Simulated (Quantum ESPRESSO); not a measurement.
**BaLiF3 (Pm-3m): modes at Γ and the response to a field**

Which modes does BaLiF3 (Pm-3m) have at the zone centre?

Calculated with Quantum ESPRESSO 7.5; DFT LDA, scalar-relativistic, plane waves, PseudoDojo norm-conserving pseudopotentials.

### 1. Starting point

Symmetry: Pm-3m, No. 221, cubic system. Conventional cell: a = 3.989 Å, b = 3.989 Å, c = 3.989 Å, α = 90.00°, β = 90.00°, γ = 90.00°. Nearest to Ba lie 12 F at 2.82 Å. Li has 6 F at 1.99 Å nearest. Nearest to F lie 2 Li at 1.99 Å and 4 Ba at 2.82 Å. Farther neighbours and most contacts between anions are not listed.

### 2. A first look

Before anything dear is run, a loose run with smearing shows whether this is a metal and how far the cell is from rest.

Contents of probe.in:

```
&control
   calculation = 'scf'
   prefix = 'x'
   outdir = './tmp'
   pseudo_dir = './pseudo'
   tprnfor = .true.
   tstress = .true.
   verbosity = 'high'
/
&system
   ibrav = 1
   celldm(1) = 7.53732693
   nat = 5
   ntyp = 3
   ecutwfc = 92.0
   occupations = 'smearing'
   smearing = 'gaussian'
   degauss = 0.01
/
&electrons
   conv_thr = 1.0d-07
   mixing_beta = 0.7
   electron_maxstep = 100
/
ATOMIC_SPECIES
 Ba    137.3270  Ba.upf
 Li      6.9400  Li.upf
 F      18.9984  F.upf
ATOMIC_POSITIONS crystal
 Ba     0.000000000   0.000000000   0.000000000
 Li     0.500000000   0.500000000   0.500000000
 F      0.000000000   0.500000000   0.500000000
 F      0.500000000   0.500000000   0.000000000
 F      0.500000000   0.000000000   0.500000000
K_POINTS automatic
 4 4 4 0 0 0
```

Started as:

```
> OMP_NUM_THREADS=1 mpirun -n 4 pw.x -nk 4 -in probe.in > probe.out
```

Log:

```text
[banners, grids, parts of the stress and lines that vanish by symmetry left out]
Program PWSCF v.7.5
     bravais-lattice index     =            1
     lattice parameter (alat)  =       7.5373  a.u.
[...]
kinetic-energy cutoff     =      92.0000  Ry
     charge density cutoff     =     368.0000  Ry
     scf convergence threshold =      1.0E-07
[...]
Exchange-correlation= SLA  PW   NOGX NOGC
                           (   1   4   0   0   0   0   0)
[...]
48 Sym. Ops., with inversion, found
[...]
(     0          1          0      )
                  (     0          0          1      )
[...]
(  0.0000000  1.0000000  0.0000000 )
                  (  0.0000000  0.0000000  1.0000000 )
[...]
(     0         -1          0      )
                  (     0          0          1      )
[...]
( -1.0000000  0.0000000  0.0000000 )
                  (  0.0000000  1.0000000  0.0000000 )
[...]
number of k points=    10  Gaussian smearing, width (Ry)=  0.0100
[...]
End of self-consistent calculation
[...]
the Fermi energy is     7.7513 ev
!    total energy              =    -218.83598482 Ry
[...]
convergence has been achieved in   7 iterations
[...]
atom    1 type  1   force =     0.00000000    0.00000000    0.00000000
     atom    2 type  2   force =     0.00000000    0.00000000    0.00000000
     atom    3 type  3   force =     0.00000000    0.00000000    0.00000000
     atom    4 type  3   force =     0.00000000    0.00000000    0.00000000
     atom    5 type  3   force =     0.00000000    0.00000000    0.00000000
[...]
Total force =     0.000000     Total SCF correction =     0.000000
[...]
total   stress  (Ry/bohr**3)                   (kbar)     P=      -57.46
[...]
XML data file, charge density, pseudopotentials, collected wavefunctions

   JOB DONE.
```

Run time: 6.8 s. Hardware: 4 MPI ranks of Intel Xeon at 2.70GHz, shared host.

This step gave:

```
volume per atom   : 12.69 Å³
pressure          : -5.746 GPa
gap on the k-mesh : 6.550 eV
```

A gap of 6.6 eV opens on this mesh, so the crystal is taken as an insulator; the start stands at -5.7 GPa.

### 3. Relaxation

The relaxation runs at a cutoff a fifth above that of the response, since stress converges more slowly with the basis than frequencies do. Forces and stress are brought to rest with tight thresholds.

Contents of relax.in:

```
&control
   calculation = 'vc-relax'
   prefix = 'x'
   outdir = './tmp'
   pseudo_dir = './pseudo'
   tprnfor = .true.
   tstress = .true.
   forc_conv_thr = 2.0d-05
   etot_conv_thr = 1.0d-07
   nstep = 40
/
&system
   ibrav = 1
   celldm(1) = 7.53732693
   nat = 5
   ntyp = 3
   ecutwfc = 110
   occupations = 'fixed'
   nbnd = 19
/
&electrons
   conv_thr = 1.0d-11
   mixing_beta = 0.7
   electron_maxstep = 100
/
&ions
/
&cell
   press_conv_thr = 0.2
/
ATOMIC_SPECIES
 Ba    137.3270  Ba.upf
 Li      6.9400  Li.upf
 F      18.9984  F.upf
ATOMIC_POSITIONS crystal
 Ba     0.000000000   0.000000000   0.000000000
 Li     0.500000000   0.500000000   0.500000000
 F      0.000000000   0.500000000   0.500000000
 F      0.500000000   0.500000000   0.000000000
 F      0.500000000   0.000000000   0.500000000
K_POINTS automatic
 6 6 6 0 0 0
```

Started as:

```
> OMP_NUM_THREADS=1 mpirun -n 4 pw.x -nk 4 -in relax.in > relax.out
```

Log:

```text
[banners, grids, parts of the stress and lines that vanish by symmetry left out]
[banner, memory and clock lines left out]
Program PWSCF v.7.5

[...]
kinetic-energy cutoff     =     110.0000  Ry
     charge density cutoff     =     440.0000  Ry
     scf convergence threshold =      1.0E-11
[...]
energy convergence thresh.=      1.0E-07
     force convergence thresh. =      2.0E-05
     press convergence thresh. =      2.0E-01
     Exchange-correlation= SLA  PW   NOGX NOGC
                           (   1   4   0   0   0   0   0)
[...]
48 Sym. Ops., with inversion, found
[...]
number of k points=    20
[...]
End of self-consistent calculation
[...]
highest occupied, lowest unoccupied level (ev):     4.5474   11.0980
!    total energy              =    -218.83605773 Ry
[...]
convergence has been achieved in  12 iterations
[...]
atom    1 type  1   force =     0.00000000    0.00000000    0.00000000
     atom    2 type  2   force =     0.00000000    0.00000000    0.00000000
     atom    3 type  3   force =     0.00000000    0.00000000    0.00000000
     atom    4 type  3   force =     0.00000000    0.00000000    0.00000000
     atom    5 type  3   force =     0.00000000    0.00000000    0.00000000
     Total force =     0.000000     Total SCF correction =     0.000000
[...]
total   stress  (Ry/bohr**3)                   (kbar)     P=      -57.14
[...]
number of bfgs steps    =   0
[...]
CELL_PARAMETERS (alat=  7.53732693)
[...]
ATOMIC_POSITIONS (crystal)
Ba               0.0000000000        0.0000000000        0.0000000000
Li               0.5000000000        0.5000000000        0.5000000000
F                0.0000000000        0.5000000000        0.5000000000
F                0.5000000000        0.5000000000        0.0000000000
[...]
New effective cutoffs (rho, wfc):  448.54  112.16
[...]
End of self-consistent calculation
[...]
highest occupied, lowest unoccupied level (ev):     4.8821   11.4754
!    total energy              =    -218.84002511 Ry
[...]
convergence has been achieved in   7 iterations
[...]
atom    1 type  1   force =     0.00000000    0.00000000    0.00000000
     atom    2 type  2   force =     0.00000000    0.00000000    0.00000000
     atom    3 type  3   force =     0.00000000    0.00000000    0.00000000
     atom    4 type  3   force =     0.00000000    0.00000000    0.00000000
     atom    5 type  3   force =     0.00000000    0.00000000    0.00000000
     Total force =     0.000000     Total SCF correction =     0.000000
[...]
total   stress  (Ry/bohr**3)                   (kbar)     P=      -36.75
[...]
number of bfgs steps    =   1
[...]
CELL_PARAMETERS (alat=  7.53732693)
[...]
ATOMIC_POSITIONS (crystal)
[...]
New effective cutoffs (rho, wfc):  462.03  115.53
[...]
End of self-consistent calculation
[...]
highest occupied, lowest unoccupied level (ev):     5.4167   12.0676
!    total energy              =    -218.84235375 Ry
[...]
convergence has been achieved in   9 iterations
[...]
atom    1 type  1   force =     0.00000000    0.00000000    0.00000000
     atom    2 type  2   force =     0.00000000    0.00000000    0.00000000
     atom    3 type  3   force =     0.00000000    0.00000000    0.00000000
     atom    4 type  3   force =     0.00000000    0.00000000    0.00000000
[...]
Total force =     0.000000     Total SCF correction =     0.000000
[...]
total   stress  (Ry/bohr**3)                   (kbar)     P=        0.48
[...]
number of bfgs steps    =   2
[...]
CELL_PARAMETERS (alat=  7.53732693)
[...]
ATOMIC_POSITIONS (crystal)
[...]
New effective cutoffs (rho, wfc):  461.86  115.49
[...]
End of self-consistent calculation
[...]
highest occupied, lowest unoccupied level (ev):     5.4098   12.0600
!    total energy              =    -218.84235408 Ry
[...]
convergence has been achieved in   5 iterations
[...]
Total force =     0.000000     Total SCF correction =     0.000000
[...]
total   stress  (Ry/bohr**3)                   (kbar)     P=       -0.04
[...]
number of bfgs steps    =   3
[...]
small trust_radius: resetting bfgs history
[...]
CELL_PARAMETERS (alat=  7.53732693)
[...]
ATOMIC_POSITIONS (crystal)
[...]
New effective cutoffs (rho, wfc):  461.87  115.49
[...]
End of self-consistent calculation
[...]
highest occupied, lowest unoccupied level (ev):     5.4101   12.0603
!    total energy              =    -218.84235408 Ry
[...]
convergence has been achieved in   3 iterations
[...]
atom    3 type  3   force =     0.00000000    0.00000000    0.00000000
     atom    4 type  3   force =     0.00000000    0.00000000    0.00000000
     atom    5 type  3   force =     0.00000000    0.00000000    0.00000000
     Total force =     0.000000     Total SCF correction =     0.000000
[...]
total   stress  (Ry/bohr**3)                   (kbar)     P=       -0.02
[...]
bfgs converged in   5 scf cycles and   4 bfgs steps
[...]
End of BFGS Geometry Optimization
     Final enthalpy           =    -218.8423540768 Ry
     File ./tmp/x.bfgs deleted, as requested
[...]
CELL_PARAMETERS (alat=  7.53732693)
[...]
ATOMIC_POSITIONS (crystal)
[...]
F                0.5000000000        0.5000000000        0.0000000000
F                0.5000000000        0.0000000000        0.5000000000
[...]
Final scf calculation at the relaxed structure.
[...]
kinetic-energy cutoff     =     110.0000  Ry
     charge density cutoff     =     440.0000  Ry
     scf convergence threshold =      1.0E-13
[...]
press convergence thresh. =      2.0E-01
     Exchange-correlation= SLA  PW   NOGX NOGC
                           (   1   4   0   0   0   0   0)
[...]
48 Sym. Ops., with inversion, found
[...]
number of k points=    20
[...]
End of self-consistent calculation
[...]
highest occupied, lowest unoccupied level (ev):     5.4101   12.0603
!    total energy              =    -218.84235197 Ry
[...]
convergence has been achieved in  14 iterations
[...]
atom    1 type  1   force =     0.00000000    0.00000000    0.00000000
     atom    2 type  2   force =     0.00000000    0.00000000    0.00000000
     atom    3 type  3   force =     0.00000000    0.00000000    0.00000000
     atom    4 type  3   force =     0.00000000    0.00000000    0.00000000
     atom    5 type  3   force =     0.00000000    0.00000000    0.00000000
     Total force =     0.000000     Total SCF correction =     0.000000
[...]
total   stress  (Ry/bohr**3)                   (kbar)     P=       -0.01
[...]
XML data file, charge density, pseudopotentials, collected wavefunctions
```

The job ended after 73 s (4 MPI ranks; 4.8 min of CPU time).

Relaxation path:

```
step  energy less that of the first step (eV)  largest force (eV/Å)  pressure (GPa)  volume (Å³)
   1                                   0.0000                0.0000           -5.71        63.45
   2                                  -0.0540                0.0000           -3.67        61.62
   3                                  -0.0857                0.0000            0.05        58.94
   4                                  -0.0857                0.0000            0.00        58.98
   5                                  -0.0857                0.0000            0.00        58.98
   6                                  -0.0856                0.0000            0.00        58.98
```

```
conventional cell, symmetrised  before  after  change
                         a (Å)   3.989  3.892  -2.4 %
                         b (Å)   3.989  3.892  -2.4 %
                         c (Å)   3.989  3.892  -2.4 %
              volume (Å³/atom)   12.69  11.80  -7.1 %
```

The relaxed structure:

```
Ba Li F
1.0
     3.89246    0.00000    0.00000
     0.00000    3.89246    0.00000
     0.00000    0.00000    3.89246
Ba Li F
1 1 3
Direct
  0.00000 0.00000 0.00000
  0.50000 0.50000 0.50000
  0.00000 0.50000 0.50000
  0.50000 0.50000 0.00000
  0.50000 0.00000 0.50000
```

The last row of the table of steps is pw.x's closing run on a basis chosen anew for the final cell, so its energy can jump.

Read from the output:

```yaml
volume_per_atom: 11.80 Å³
pressure: -0.001 GPa
gap_on_the_k_mesh: 6.650 eV
```

The volume changes by -7.1 % from the cell with which this run began.

### 4. Self-consistent run for the response

Perturbation theory inherits every error of the wavefunctions, so the threshold is set near the limit of the arithmetic. With a gap, occupations are fixed, which also allows the response to an electric field.

Contents of scf.in:

```
&control
   calculation = 'scf'
   prefix = 'x'
   outdir = './tmp'
   pseudo_dir = './pseudo'
   tprnfor = .true.
   tstress = .true.
/
&system
   ibrav = 1
   celldm(1) = 7.35567489
   nat = 5
   ntyp = 3
   ecutwfc = 92.0
   occupations = 'fixed'
   nbnd = 19
/
&electrons
   conv_thr = 1.0d-12
   mixing_beta = 0.7
   electron_maxstep = 100
/
ATOMIC_SPECIES
 Ba    137.3270  Ba.upf
 Li      6.9400  Li.upf
 F      18.9984  F.upf
ATOMIC_POSITIONS crystal
 Ba     0.000000000   0.000000000   0.000000000
 Li     0.500000000   0.500000000   0.500000000
 F      0.000000000   0.500000000   0.500000000
 F      0.500000000   0.500000000   0.000000000
 F      0.500000000   0.000000000   0.500000000
K_POINTS automatic
 8 8 8 0 0 0
```

Started as:

```
> OMP_NUM_THREADS=1 mpirun -n 4 pw.x -nk 4 -in scf.in > scf.out
```

Log:

```text
[banners, grids, parts of the stress and lines that vanish by symmetry left out]
[banner, memory and clock lines left out]
Program PWSCF v.7.5

[...]
kinetic-energy cutoff     =      92.0000  Ry
     charge density cutoff     =     368.0000  Ry
     scf convergence threshold =      1.0E-12
[...]
Exchange-correlation= SLA  PW   NOGX NOGC
                           (   1   4   0   0   0   0   0)
[...]
48 Sym. Ops., with inversion, found
[...]
number of k points=    35
[...]
End of self-consistent calculation
[...]
highest occupied, lowest unoccupied level (ev):     5.4101   12.0603
!    total energy              =    -218.84228620 Ry
[...]
convergence has been achieved in  12 iterations
[...]
atom    1 type  1   force =     0.00000000    0.00000000    0.00000000
     atom    2 type  2   force =     0.00000000    0.00000000    0.00000000
     atom    3 type  3   force =     0.00000000    0.00000000    0.00000000
     atom    4 type  3   force =     0.00000000    0.00000000    0.00000000
     atom    5 type  3   force =     0.00000000    0.00000000    0.00000000
     Total force =     0.000000     Total SCF correction =     0.000000
[...]
total   stress  (Ry/bohr**3)                   (kbar)     P=       -0.11
[...]
XML data file, charge density, pseudopotentials, collected wavefunctions
```

Run time: 20 s. Hardware: 4 MPI ranks; 79 s of CPU time.

Numbers from this step:

| Item | Value |
| --- | --- |
| pressure | -0.01100 GPa |

The cell stands at -0.011 GPa, close enough for phonons.

(Continued in part 2 of 3.)

[Host names and launcher messages were left out of these logs when they were recorded.]

[Logs are printed without paths, hosts, clocks, repeated set-up lines and the standing remarks that a program may print on its own settings, such as how far it seeks lower states.]

[Hosts, paths, dates, database ids (printed as entryN), source tags and the programs' standing remarks are cut or masked in the printed files.]
